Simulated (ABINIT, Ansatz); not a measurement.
Computed results, one entry a study.

**Quasiparticle gap of Na2LiScF6 (Fm-3m) in ABINIT**

The structure is cubic, space group Fm-3m (No. 225). The conventional cell has a = 8.035 Å, b = 8.035 Å, c = 8.035 Å, α = 90.00°, β = 90.00°, γ = 90.00°. Nearest to Na lie 12 F at 2.84 Å. Nearest to Li lie 6 F at 2.01 Å. Nearest to Sc lie 6 F at 2.01 Å. Nearest to F lie 1 Li at 2.01 Å and 1 Sc at 2.01 Å and 4 Na at 2.84 Å. Farther neighbours, and contacts between anions beyond the nearest, are not listed.

```xyz
10
Lattice="0.0000 4.0175 4.0175 4.0175 0.0000 4.0175 4.0175 4.0175 0.0000" Properties=species:S:1:pos:R:3 pbc="T T T"
Na    2.0087    2.0087    2.0087
Na    6.0262    6.0262    6.0262
Li    4.0175    4.0175    4.0175
Sc    0.0000    0.0000    0.0000
F     4.0175    4.0175    2.0121
F     6.0228    4.0175    4.0175
F     4.0175    4.0175    6.0228
F     4.0175    2.0121    4.0175
F     4.0175    6.0228    4.0175
F     2.0121    4.0175    4.0175
```

```
method               : RPA screening on PBEsol, plane waves, norm-conserving pseudopotentials (and 2 further levels or steps)
program              : ABINIT 10.8.3
settings             : cutoff 38 Ha, PseudoDojo scalar-relativistic 0.4.1 standard, norm-conserving, ngkpt (2, 2, 2), nband 247, ecuteps 6.5 Ha, inclvkb 2, shiftk (0, 0, 0), symchi 1, awtr 1, frequency ppm, 2×2×2 k-mesh
cost                 : 5 runs, 6.9 min in all on 4 MPI ranks of Arm Neoverse V2, shared host
notes                : The program’s warnings: nproc spkpt=  >= nkpt= * nsppol=. The cell and positions are those that the Materials Project relaxed with its own functionals (PBE, PBE+U or r2SCAN), kept fixed. The 2×2×2 mesh is coarse for this cell, which bears on the long-range parts of exchange and screening.
PBEsol gap           : 6.03 eV, direct
G0W0 gap on the mesh : 9.33 eV
GW settings          : 2×2×2 mesh, 247 bands, screening to 176.9 eV, Godby-Needs plasmon pole
known limits         : short of the basis limit; coarse k mesh
```

G0W0 moves the gap on the mesh from 6.03 eV to 9.33 eV (+3.30 eV), with Z of 0.81 and 0.90 at the edges. Local fields lower the RPA ε∞ on this mesh from 2.23 to 2.04; a Γ-centred mesh this coarse tends to raise both, most where the direct gap is narrow, while a short band sum lowers them.

[Long decimals in the printed logs are rounded to 6 places.]

[Logs are printed without paths, hosts, clocks, repeated set-up lines and the standing remarks that a program may print on its own settings, such as how far it seeks lower states.]

[Paths, hosts, dates, memory and timing lines, banners, echoed tables and standing remarks are left out of the program output; an Ansatz launch command may be rebuilt from the run's recorded settings. Measured values are a selection of at most five: reports struck by readers or far from the other reports are left out. None is set beside runs whose start may be inverted or whose files or cutoffs have a known fault.]

[Runs of the session that timed out or met a known fault of the program may be left out.]

[Hosts, paths, dates, database ids (printed as entryN), source tags and the programs' standing remarks are cut or masked in the printed files.]

[G0W0 gaps are taken among the corrected bands and points alone; a level outside them can change the order at an edge.]

[Where Ansatz stands beside ABINIT at settings called matched, ABINIT's density can come from a denser mesh and the files from another edition; pairs whose starting gaps differed by over 0.03 eV were left out, so agreement reads better than it is.]
